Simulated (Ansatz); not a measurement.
Planning a GW calculation on TiO2 (Rutile).

```cif
data_structure
_symmetry_space_group_name_H-M 'P 1'
_symmetry_Int_Tables_number 1
_cell_length_a 4.5922
_cell_length_b 4.5922
_cell_length_c 2.9574
_cell_angle_alpha 90.000
_cell_angle_beta 90.000
_cell_angle_gamma 90.000
_cell_volume 62.37
loop_
_atom_site_label
_atom_site_type_symbol
_atom_site_fract_x
_atom_site_fract_y
_atom_site_fract_z
_atom_site_occupancy
Ti1 Ti 0.00000 0.00000 0.00000 1
Ti2 Ti 0.50000 0.50000 0.50000 1
O3 O 0.30496 0.30496 0.00000 1
O4 O 0.19504 0.80496 0.50000 1
O5 O 0.69504 0.69504 0.00000 1
O6 O 0.80496 0.19504 0.50000 1
```

The cell and positions come from the Crystallography Open Database and are kept as given unless a step says otherwise.

Runs so far (Ansatz 0.2.0, start PBE, PAW set soft_1 files, 4×4×4 mesh). Times are wall times on 1 × NVIDIA H100 80GB HBM3 (shared by 6 runs) with 2 threads of AMD EPYC 7R13 (Zen 3), shared host, good to a factor of about two.

```
bands summed  cutoff (eV)  gap on the mesh (eV)   time
          74           50                 3.474  6.6 s
         165          100                 3.233   11 s
         284          150                 3.233   13 s
         486          220                 3.269   33 s
```

Question: What should the next rung give, with 759 bands and screening to 300 eV, and where is the limit?

The error falls about as one over the bands when the cutoff rises with them. A line through the two highest rungs given predicts 3.287 eV; the run gave 3.290 eV, close to it. The two highest rungs put the limit near 3.328 eV, the pair below near 3.320 eV; their difference is a rough measure of what is unsettled in bands and cutoff; the mesh is a separate error.

Gaps are over the mesh's points; an edge off the mesh would be missed. Limits: not at the basis limit; coarse k mesh.

[Paths, hosts, dates, memory and timing lines, banners, echoed tables and standing remarks are left out of the program output.]

[Logs are printed without paths, hosts, clocks, repeated set-up lines and the standing remarks that a program may print on its own settings, such as how far it seeks lower states.]

[Runs of the session that timed out or met a known fault of the program may be left out.]

[Cells called generated may have been cut or substituted from an entry of the Crystallography Open Database or the Materials Project.]

[Hosts, paths, dates, database ids (printed as entryN), source tags and the programs' standing remarks are cut or masked in the printed files.]
